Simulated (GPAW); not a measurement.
# free-standing triangular Rh monolayer, spacing 2.74 A: a ladder in the k mesh

Aim: see how far moments and order energies of free-standing triangular Rh monolayer, spacing 2.74 A move with the k mesh, and what each rung costs.

Method: LDA; plane waves with GPAW's PAW setups, scalar-relativistic, in GPAW 26.7.0.

## (1) Starting point

The cell holds 1 atom: 1 Rh. Its edges and angles: a = 2.740 Å, b = 2.740 Å, c = 14.000 Å, α = 90.0°, β = 90.0°, γ = 120.0°. model lattice. Vacuum lies along c.

## (2) Rung 1 (mesh 4×4×1), start ferro +

The ladder starts at a coarse mesh; cost grows with the number of points.

File order1.py:

```python
import json
import numpy as np
from ase import Atoms
from ase.parallel import paropen, parprint
from gpaw import GPAW

atoms = Atoms(['Rh'],
    cell=[[2.74, 0.0, 0.0],
         [-1.37, 2.37291, 0.0],
         [0.0, 0.0, 14.0]],
    scaled_positions=[[0.0, 0.0, 0.5]],
    pbc=True,
    magmoms=[1.0])
atoms.calc = GPAW(mode={'name': 'pw', 'ecut': 550},
    xc='LDA',
    kpts={'size': (4, 4, 1), 'gamma': True},
    occupations={'name': 'fermi-dirac', 'width': 0.05},
    convergence={'density': 1e-05, 'energy': 1e-05},
    maxiter=200,
    mixer={'name': 'pulay', 'beta': 0.05, 'nmaxold': 3, 'weight': 1},
    symmetry={'tolerance': 1e-4},
    txt='order1.txt')
e = atoms.get_potential_energy(force_consistent=True)
res = {'free_energy': e, 'energy_sigma0': atoms.get_potential_energy(), 'fermi_energy': atoms.calc.get_fermi_level()}
res['moments'] = atoms.get_magnetic_moments().tolist()
res['total'] = atoms.get_magnetic_moment()
parprint('site moments (muB):', np.round(res['moments'], 3))
parprint(f"total moment: {res['total']:.3f} muB")
parprint(f'free energy: {e:.6f} eV')
atoms.calc.write('order1.gpw')
with paropen('results.json', 'w') as f:
    json.dump(res, f)
```

On the command line:

```sh
$ OMP_NUM_THREADS=1 python3 order1.py > order1.log
```

Numbers of over 12 decimals in the logs are rounded to 6 here.

Log:

```text
site moments (muB): [1.405]
total moment: 1.498 muB
free energy: -6.519157 eV

--- order1.txt ---
Input parameters:
  mode=PW(ecut=550),
  convergence={'density': 1e-05, 'energy': 1e-05},
  kpts=MonkhorstPack(size=(4, 4, 1), gamma=True),
  maxiter=200,
  mixer=Pulay(name='pulay', nmaxold=3, beta=0.05, weight=1, sigma=0.015, g_ss=None),
  occupations=Occupations(name='fermi-dirac', width=0.05),
  symmetry=Symmetry(tolerance=0.0001),
  xc=XC(name='LDA')

Diagonalizing LCAO Hamiltonian
Converting LCAO to pw mode

       Rh

Atoms  # Å, Bohr magnetons
|   | symbol |        x |        y |        z |    initial magnetic moments |
|---|--------|----------|----------|----------|-----------------------------|
| 0 |     Rh | 0.000000 | 0.000000 | 7.000000 | ( 0.0000,  0.0000,  1.0000) |

Unit cell  # Å
| periodic |         x |        y |         z |   lengths |     angles |
|----------|-----------|----------|-----------|-----------|------------|
|      yes |  2.740000 | 0.000000 |  0.000000 |  2.740000 |  90.000000 |
|      yes | -1.370000 | 2.372910 |  0.000000 |  2.740000 |  90.000000 |
|      yes |  0.000000 | 0.000000 | 14.000000 | 14.000000 | 119.999996 |

Number of symmetries: 24

BZ-sampling:
  Number of BZ points: 16
  Number of IBZ points: 4

  Monkhorst-Pack size: [4, 4, 1]
  Monkhorst-Pack shift: [0.125, 0.125, 0.0]

Plane wave coefficients: 2692
Cutoff: 550.0 eV

Spin-components: 2 (collinear spins)
Bands:           12
Projectors:      6
Spin-degeneracy: 1
Datatype:        complex128

Parallelization:
  kpt:    1
  domain: 1
  band:   1

Density:
  Valence electrons: 15.0
  Components: 2
  Grid points: [15 15 80]
  Charge: 0.0  # |e|

Potential:
  Grid points: [15 15 80]

[... setups left out ...]
Reference energy: -130009.130234  # eV

eigensolver:
  PPCG
  Converge bands: occupied
  niter=2

density mixing:
  Pulay-Mixer
  Linear mixing parameters: 0.05
  Old densities: 3
  No metric

occupation numbers:
  Fermi-Dirac:
    width: 0.0500  # eV

poisson solver:
  ecut: 4400.0  # eV

xc functional:
  name: None

convergence criteria:
- Maximum integral of absolute [dens]ity change: 1e-05 electrons / valence electron
- Maximum [total energy] change in last 3 cyles: 1e-05 eV / valence electron
- Maximum integral of absolute [eigenst]ate change: 4e-08 eV^2 / valence electron
maximum number of iterations: 200

SCF iterations
|iter     |      energy | eigst |  dens |  magmom |
|---------|-------------|-------|-------|---------|
|iter:   1|       0s |   -6.865047 | +0.11 |       |  +0.9952|
|iter:   2|       1s |   -6.731585 | -1.22 | -0.91 |  +1.0106|
|iter:   3|       1s |   -6.501977 | -0.98 | -0.95 |  +1.1308|
|iter:   4|       1s |   -6.440416 | -2.05 | -1.14 |  +1.1089|
|iter:   5|       2s |   -6.438437 | -3.35 | -1.21 |  +1.0968|
|iter:   6|       2s |   -6.534613 | -1.49 | -1.19 |  +1.3150|
|iter:   7|       2s |   -6.519452 | -2.27 | -1.48 |  +1.3136|
|iter:   8|       2s |   -6.541792 | -2.50 | -1.52 |  +1.4104|
|iter:   9|       3s |   -6.535536 | -3.73 | -1.53 |  +1.4151|
|iter:  10|       3s |   -6.523087 | -2.98 | -1.59 |  +1.4569|
[... 31 iterations left out ...]
|iter:  42|      12s |   -6.511768c| -7.62c| -3.70 |  +1.4980|
|iter:  43|      12s |   -6.511766c| -7.63c| -3.74 |  +1.4983|
|iter:  44|      12s |   -6.511766c| -7.63c| -3.91 |  +1.4984|
|iter:  45|      12s |   -6.511768c| -7.27 | -3.94 |  +1.4984|
|iter:  46|      12s |   -6.511768c| -8.51c| -4.09 |  +1.4984|
|iter:  47|      13s |   -6.511767c| -7.81c| -4.12 |  +1.4984|
|iter:  48|      13s |   -6.511767c| -7.75c| -4.34 |  +1.4984|
|iter:  49|      13s |   -6.511766c| -8.44c| -4.36 |  +1.4984|
|iter:  50|      13s |   -6.511766c| -7.71c| -4.39 |  +1.4985|
|iter:  51|      13s |   -6.511766c| -8.05c| -5.23c|  +1.4985|

Converged in 51 steps
Energy contributions relative to reference atoms: (reference = -130009.130234)

Energy contributions:
  Kinetic:         -13.882835
  Coulomb:           9.791772
  Zero:             -0.174629
  External:          0.000000
  Xc:               -2.238682
  Entropy:          -0.014784
  Spinorbit:         0.000000
  ----------------------------
  Free energy:      -6.519157
  Extrapolated:     -6.511766

dipole moment: (-4.137154, -7.165763, -0.000000)  # |e|*Ang

Total magnetic moment: (0.000000, 0.000000, 1.498489)

Local magnetic moments
|        x |        y |        z |
|----------|----------|----------|
| 0.000000 | 0.000000 | 1.404886 |  # Rh   0

Fermi level: -3.577
Eigenvalues  # (at kpt = [0.000, 0.000, 0.000])
| band index |      eig [eV] | occ [0-1] |      eig [eV] | occ [0-1] |
|------------|---------------|-----------|---------------|-----------|
|          0 |       -49.848 |     1.000 |       -48.651 |     1.000 |
|          1 |       -49.603 |     1.000 |       -48.651 |     1.000 |
|          2 |       -49.603 |     1.000 |       -48.640 |     1.000 |
|          3 |        -8.421 |     1.000 |        -7.989 |     1.000 |
|          4 |        -5.658 |     1.000 |        -4.891 |     1.000 |
|          5 |        -5.658 |     1.000 |        -4.891 |     1.000 |
|          6 |        -5.451 |     1.000 |        -4.589 |     1.000 |
|          7 |        -3.834 |     0.994 |        -2.766 |     0.000 |
|          8 |        -3.834 |     0.994 |        -2.766 |     0.000 |
|          9 |        -1.761 |     0.000 |        -1.524 |     0.000 |
|         10 |         2.240 |     0.000 |         2.280 |     0.000 |
|         11 |         3.271 |     0.000 |         3.300 |     0.000 |

No gap
No difference between direct/indirect transitions
```

Wall time 16 s (1 MPI rank of Intel Xeon Platinum 8488C (Sapphire Rapids), shared host); peak memory 0.15 GiB.

Numbers from this step:

```
magnetization  : 1.498 μB
final state    : ferromagnetic
largest moment : 1.405 μB
```

After 51 cycles the largest moment stands at 1.40 μB.

## (3) Rung 1 (mesh 4×2×1), start antiferro q=(0,1/2,0) +-

The second start gives the energy difference between the two end states, the quantity that is followed up the ladder. Its q is in fractions of the reciprocal vectors of the first run's cell.

order2.py is the script of step 2 with these lines changed:

```diff
@@ -6,12 +6,13 @@
 
-atoms = Atoms(['Rh'],
+atoms = Atoms(['Rh', 'Rh'],
     cell=[[2.74, 0.0, 0.0],
-         [-1.37, 2.37291, 0.0],
+         [-2.74, 4.74582, 0.0],
          [0.0, 0.0, 14.0]],
-    scaled_positions=[[0.0, 0.0, 0.5]],
+    scaled_positions=[[0.0, 0.0, 0.5],
+         [0.0, 0.5, 0.5]],
     pbc=True,
-    magmoms=[1.0])
+    magmoms=[1.0, -1.0])
 atoms.calc = GPAW(mode={'name': 'pw', 'ecut': 550},
     xc='LDA',
-    kpts={'size': (4, 4, 1), 'gamma': True},
+    kpts={'size': (4, 2, 1), 'gamma': True},
     occupations={'name': 'fermi-dirac', 'width': 0.05},
@@ -21,3 +22,3 @@
     symmetry={'tolerance': 1e-4},
-    txt='order1.txt')
+    txt='order2.txt')
 e = atoms.get_potential_energy(force_consistent=True)
@@ -29,3 +30,3 @@
 parprint(f'free energy: {e:.6f} eV')
-atoms.calc.write('order1.gpw')
+atoms.calc.write('order2.gpw')
 with paropen('results.json', 'w') as f:
```

On the command line:

```sh
$ OMP_NUM_THREADS=1 python3 order2.py > order2.log
```

Log:

```text
site moments (muB): [ 0.882 -0.882]
total moment: 0.000 muB
free energy: -12.782316 eV

--- order2.txt ---
Input parameters:
  mode=PW(ecut=550),
  convergence={'density': 1e-05, 'energy': 1e-05},
  kpts=MonkhorstPack(size=(4, 2, 1), gamma=True),
  maxiter=200,
  mixer=Pulay(name='pulay', nmaxold=3, beta=0.05, weight=1, sigma=0.015, g_ss=None),
  occupations=Occupations(name='fermi-dirac', width=0.05),
  symmetry=Symmetry(tolerance=0.0001),
  xc=XC(name='LDA')

Diagonalizing LCAO Hamiltonian
Converting LCAO to pw mode

         Rh
          Rh

Atoms  # Å, Bohr magnetons
|   | symbol |         x |        y |        z |    initial magnetic moments |
|---|--------|-----------|----------|----------|-----------------------------|
| 0 |     Rh |  0.000000 | 0.000000 | 7.000000 | ( 0.0000,  0.0000,  1.0000) |
| 1 |     Rh | -1.370000 | 2.372910 | 7.000000 | ( 0.0000,  0.0000, -1.0000) |

Number of symmetries: 4

BZ-sampling:
  Number of BZ points: 8
  Number of IBZ points: 6

  Monkhorst-Pack size: [4, 2, 1]
  Monkhorst-Pack shift: [0.125, 0.25, 0.0]

Plane wave coefficients: 5384
Cutoff: 550.0 eV

Spin-components: 2 (collinear spins)
Bands:           22
Projectors:      12
Spin-degeneracy: 1
Datatype:        complex128

Parallelization:
  kpt:    1
  domain: 1
  band:   1

Density:
  Valence electrons: 30.0
  Components: 2
  Grid points: [15 30 80]
  Charge: 0.0  # |e|

Potential:
  Grid points: [15 30 80]

[... setups left out ...]
Reference energy: -260018.260467  # eV

convergence criteria:
- Maximum integral of absolute [dens]ity change: 1e-05 electrons / valence electron
[...]
|iter:  36|      43s |  -12.740416c| -8.72c| -4.68 |  +0.0000|
|iter:  37|      44s |  -12.740416c| -8.62c| -4.82 |  +0.0000|
|iter:  38|      45s |  -12.740417c| -8.24c| -4.94 |  -0.0000|
|iter:  39|      46s |  -12.740417c| -8.73c| -5.10c|  +0.0000|

Converged in 39 steps
Energy contributions relative to reference atoms: (reference = -260018.260467)

Energy contributions:
  Kinetic:         -29.177648
  Coulomb:          20.840918
  Zero:             -0.348363
  External:          0.000000
  Xc:               -4.013426
  Entropy:          -0.083796
  Spinorbit:         0.000000
  ----------------------------
  Free energy:     -12.782316
  Extrapolated:    -12.740417

dipole moment: (-8.274842, -14.332449, 0.000003)  # |e|*Ang

Total magnetic moment: (0.000000, 0.000000, 0.000000)

Local magnetic moments
|        x |        y |         z |
|----------|----------|-----------|
| 0.000000 | 0.000000 |  0.882002 |  # Rh   0
| 0.000000 | 0.000000 | -0.882001 |  # Rh   1

Fermi level: -3.658
Eigenvalues  # (at kpt = [0.000, 0.000, 0.000])
| band index |      eig [eV] | occ [0-1] |      eig [eV] | occ [0-1] |
|------------|---------------|-----------|---------------|-----------|
|          0 |       -49.621 |     1.000 |       -49.621 |     1.000 |
|        ... |               |           |               |           |
|          6 |        -8.128 |     1.000 |        -8.128 |     1.000 |
|          7 |        -7.403 |     1.000 |        -7.403 |     1.000 |
|          8 |        -6.164 |     1.000 |        -6.164 |     1.000 |
|          9 |        -5.195 |     1.000 |        -5.195 |     1.000 |
[...]
|         18 |        -0.032 |     0.000 |        -0.032 |     0.000 |
|         19 |         2.258 |     0.000 |         2.258 |     0.000 |
|         20 |         3.284 |     0.000 |         3.284 |     0.000 |
|         21 |         3.853 |     0.000 |         3.853 |     0.000 |

No gap
No difference between direct/indirect transitions
```

Elapsed: 50 s, on 1 MPI rank; peak memory 0.2 GiB.

This step gave:

| Property | Result |
| --- | --- |
| magnetization | 0 μB |
| final state | antiferromagnetic |
| largest moment | 0.8820 μB |

This start lies +128.0 meV a seeded atom from the first; its largest moment is 0.882 μB.

## (4) Rung 2 (mesh 6×6×1), start ferro +

order1.py is the script of step 2 with these lines changed:

```diff
@@ -15,3 +15,3 @@
     xc='LDA',
-    kpts={'size': (4, 4, 1), 'gamma': True},
+    kpts={'size': (6, 6, 1), 'gamma': True},
     occupations={'name': 'fermi-dirac', 'width': 0.05},
```

On the command line:

```sh
$ OMP_NUM_THREADS=1 python3 order1.py > order1.log
```

Log:

```text
site moments (muB): [1.083]
total moment: 1.168 muB
free energy: -6.301829 eV

--- order1.txt ---
Input parameters:
  mode=PW(ecut=550),
  convergence={'density': 1e-05, 'energy': 1e-05},
  kpts=MonkhorstPack(size=(6, 6, 1), gamma=True),
  maxiter=200,
  mixer=Pulay(name='pulay', nmaxold=3, beta=0.05, weight=1, sigma=0.015, g_ss=None),
  occupations=Occupations(name='fermi-dirac', width=0.05),
[...]
|          3 |        -8.193 |     1.000 |        -7.893 |     1.000 |
|          4 |        -5.307 |     1.000 |        -4.752 |     1.000 |
[...]
|          8 |        -3.349 |     0.975 |        -2.486 |     0.000 |
|          9 |        -1.675 |     0.000 |        -1.466 |     0.000 |
|         10 |         2.231 |     0.000 |         2.263 |     0.000 |
|         11 |         3.253 |     0.000 |         3.280 |     0.000 |

No gap
No difference between direct/indirect transitions


[key lines of the parts left out:]
Free energy:      -6.301829
Converged in 36 steps
dipole moment: (-4.107455, -7.114322, -0.000000)  # |e|*Ang
Fermi level: -3.167
```

Run time: 17 s. Hardware: 1 MPI rank; peak memory 0.15 GiB.

This step gave:

* magnetization: 1.168 μB
* final state: ferromagnetic
* largest moment: 1.083 μB

The largest moment moves by -0.32 μB from rung 1, at 1.0 times its CPU time.

## (5) Rung 2 (mesh 6×3×1), start antiferro q=(0,1/2,0) +-

order2.py is the script of step 3 with these lines changed:

```diff
@@ -16,3 +16,3 @@
     xc='LDA',
-    kpts={'size': (4, 2, 1), 'gamma': True},
+    kpts={'size': (6, 3, 1), 'gamma': True},
     occupations={'name': 'fermi-dirac', 'width': 0.05},
```

On the command line:

```sh
$ OMP_NUM_THREADS=1 python3 order2.py > order2.log
```

Log:

```text
site moments (muB): [ 0.459 -0.459]
total moment: 0.000 muB
free energy: -12.519528 eV

--- order2.txt ---
Input parameters:
  mode=PW(ecut=550),
  convergence={'density': 1e-05, 'energy': 1e-05},
  kpts=MonkhorstPack(size=(6, 3, 1), gamma=True),
  maxiter=200,
  mixer=Pulay(name='pulay', nmaxold=3, beta=0.05, weight=1, sigma=0.015, g_ss=None),
  occupations=Occupations(name='fermi-dirac', width=0.05),
[...]
|          8 |        -5.856 |     1.000 |        -5.856 |     1.000 |
|          9 |        -5.171 |     1.000 |        -5.171 |     1.000 |
[...]
|         18 |        -0.090 |     0.000 |        -0.090 |     0.000 |
|         19 |         2.268 |     0.000 |         2.268 |     0.000 |
|         20 |         3.283 |     0.000 |         3.283 |     0.000 |
|         21 |         3.873 |     0.000 |         3.873 |     0.000 |

No gap
No difference between direct/indirect transitions


[key lines of the parts left out:]
Free energy:     -12.519528
Converged in 36 steps
dipole moment: (-8.213303, -14.225860, 0.000003)  # |e|*Ang
Fermi level: -3.342
```

Wall time 65 s (1 MPI rank); peak memory 0.22 GiB.

This step gave:

```
magnetization  : 0 μB
final state    : antiferromagnetic
largest moment : 0.4587 μB
```

This start lies +42.1 meV a seeded atom from the first, a change of -85.9 meV since rung 1; its largest moment is 0.459 μB.

## (6) Rung 3 (mesh 8×8×1), start ferro +

order1.py is the script of step 4 with these lines changed:

```diff
@@ -15,3 +15,3 @@
     xc='LDA',
-    kpts={'size': (6, 6, 1), 'gamma': True},
+    kpts={'size': (8, 8, 1), 'gamma': True},
     occupations={'name': 'fermi-dirac', 'width': 0.05},
```

On the command line:

```sh
$ OMP_NUM_THREADS=1 python3 order1.py > order1.log
```

Log:

```text
site moments (muB): [1.206]
total moment: 1.301 muB
free energy: -6.346295 eV

--- order1.txt ---
Input parameters:
  mode=PW(ecut=550),
  convergence={'density': 1e-05, 'energy': 1e-05},
  kpts=MonkhorstPack(size=(8, 8, 1), gamma=True),
  maxiter=200,
  mixer=Pulay(name='pulay', nmaxold=3, beta=0.05, weight=1, sigma=0.015, g_ss=None),
  occupations=Occupations(name='fermi-dirac', width=0.05),
[...]
|          3 |        -8.338 |     1.000 |        -7.969 |     1.000 |
|          4 |        -5.457 |     1.000 |        -4.829 |     1.000 |
[...]
|          8 |        -3.571 |     0.955 |        -2.620 |     0.000 |
|          9 |        -1.731 |     0.000 |        -1.510 |     0.000 |
|         10 |         2.239 |     0.000 |         2.274 |     0.000 |
|         11 |         3.261 |     0.000 |         3.289 |     0.000 |

No gap
No difference between direct/indirect transitions


[key lines of the parts left out:]
Free energy:      -6.346295
Converged in 51 steps
dipole moment: (-4.115459, -7.128184, -0.000000)  # |e|*Ang
Fermi level: -3.417
```

Elapsed: 26 s, on 1 MPI rank; peak memory 0.16 GiB.

This step gave:

* magnetization: 1.301 μB
* final state: ferromagnetic
* largest moment: 1.206 μB

The largest moment moves by +0.12 μB from rung 2, at 1.6 times its CPU time.

## (7) Rung 3 (mesh 8×4×1), start antiferro q=(0,1/2,0) +-

order2.py is the script of step 5 with these lines changed:

```diff
@@ -16,3 +16,3 @@
     xc='LDA',
-    kpts={'size': (6, 3, 1), 'gamma': True},
+    kpts={'size': (8, 4, 1), 'gamma': True},
     occupations={'name': 'fermi-dirac', 'width': 0.05},
```

On the command line:

```sh
$ OMP_NUM_THREADS=1 python3 order2.py > order2.log
```

Log:

```text
site moments (muB): [ 0.391 -0.391]
total moment: -0.001 muB
free energy: -12.590377 eV

--- order2.txt ---
Input parameters:
  mode=PW(ecut=550),
  convergence={'density': 1e-05, 'energy': 1e-05},
  kpts=MonkhorstPack(size=(8, 4, 1), gamma=True),
  maxiter=200,
  mixer=Pulay(name='pulay', nmaxold=3, beta=0.05, weight=1, sigma=0.015, g_ss=None),
  occupations=Occupations(name='fermi-dirac', width=0.05),
[...]
|          8 |        -6.035 |     1.000 |        -6.035 |     1.000 |
|          9 |        -5.281 |     1.000 |        -5.281 |     1.000 |
[...]
|         18 |        -0.169 |     0.000 |        -0.169 |     0.000 |
|         19 |         2.274 |     0.000 |         2.274 |     0.000 |
|         20 |         3.290 |     0.000 |         3.290 |     0.000 |
|         21 |         3.873 |     0.000 |         3.873 |     0.000 |

No gap
No difference between direct/indirect transitions


[key lines of the parts left out:]
Free energy:     -12.590377
Converged in 146 steps
dipole moment: (-8.230940, -14.256412, 0.000003)  # |e|*Ang
Fermi level: -3.610
```

The job ended after 6.4 min (1 MPI rank; peak memory 0.27 GiB).

This step gave:

* magnetization: 0 μB
* final state: antiferromagnetic
* largest moment: 0.3914 μB

This start lies +51.1 meV a seeded atom from the first, a change of +9.0 meV since rung 2; its largest moment is 0.391 μB.

## (8) Rung 4 (mesh 10×10×1), start ferro +

order1.py is the script of step 6 with these lines changed:

```diff
@@ -15,3 +15,3 @@
     xc='LDA',
-    kpts={'size': (8, 8, 1), 'gamma': True},
+    kpts={'size': (10, 10, 1), 'gamma': True},
     occupations={'name': 'fermi-dirac', 'width': 0.05},
```

On the command line:

```sh
$ OMP_NUM_THREADS=1 python3 order1.py > order1.log
```

Log:

```text
site moments (muB): [1.296]
total moment: 1.429 muB
free energy: -6.336886 eV

--- order1.txt ---
Input parameters:
  mode=PW(ecut=550),
  convergence={'density': 1e-05, 'energy': 1e-05},
  kpts=MonkhorstPack(size=(10, 10, 1), gamma=True),
  maxiter=200,
  mixer=Pulay(name='pulay', nmaxold=3, beta=0.05, weight=1, sigma=0.015, g_ss=None),
  occupations=Occupations(name='fermi-dirac', width=0.05),
[...]
|          3 |        -8.313 |     1.000 |        -7.894 |     1.000 |
|          4 |        -5.455 |     1.000 |        -4.751 |     1.000 |
[...]
|          8 |        -3.568 |     0.995 |        -2.570 |     0.000 |
|          9 |        -1.745 |     0.000 |        -1.461 |     0.000 |
|         10 |         2.228 |     0.000 |         2.276 |     0.000 |
|         11 |         3.252 |     0.000 |         3.294 |     0.000 |

No gap
No difference between direct/indirect transitions


[key lines of the parts left out:]
Free energy:      -6.336886
Converged in 56 steps
dipole moment: (-4.118146, -7.132839, -0.000000)  # |e|*Ang
Fermi level: -3.306
```

Wall time 36 s (1 MPI rank); peak memory 0.17 GiB.

Numbers from this step:

* magnetization: 1.429 μB
* final state: ferromagnetic
* largest moment: 1.296 μB

The largest moment moves by +0.09 μB from rung 3, at 1.4 times its CPU time.

(Part 1 of 2 ends here.)

[Logs and program files are shortened in this print: banners, set-up blocks, solver, clock and traceback lines can be left out without a mark of their own.]

[Logs are printed without paths, hosts, clocks, repeated set-up lines and the standing remarks that a program may print on its own settings, such as how far it seeks lower states.]

[Hosts, paths, dates, database ids (printed as entryN), source tags and the programs' standing remarks are cut or masked in the printed files.]

[Where a cell is said to come from a database of computed structures, the database is the Materials Project.]
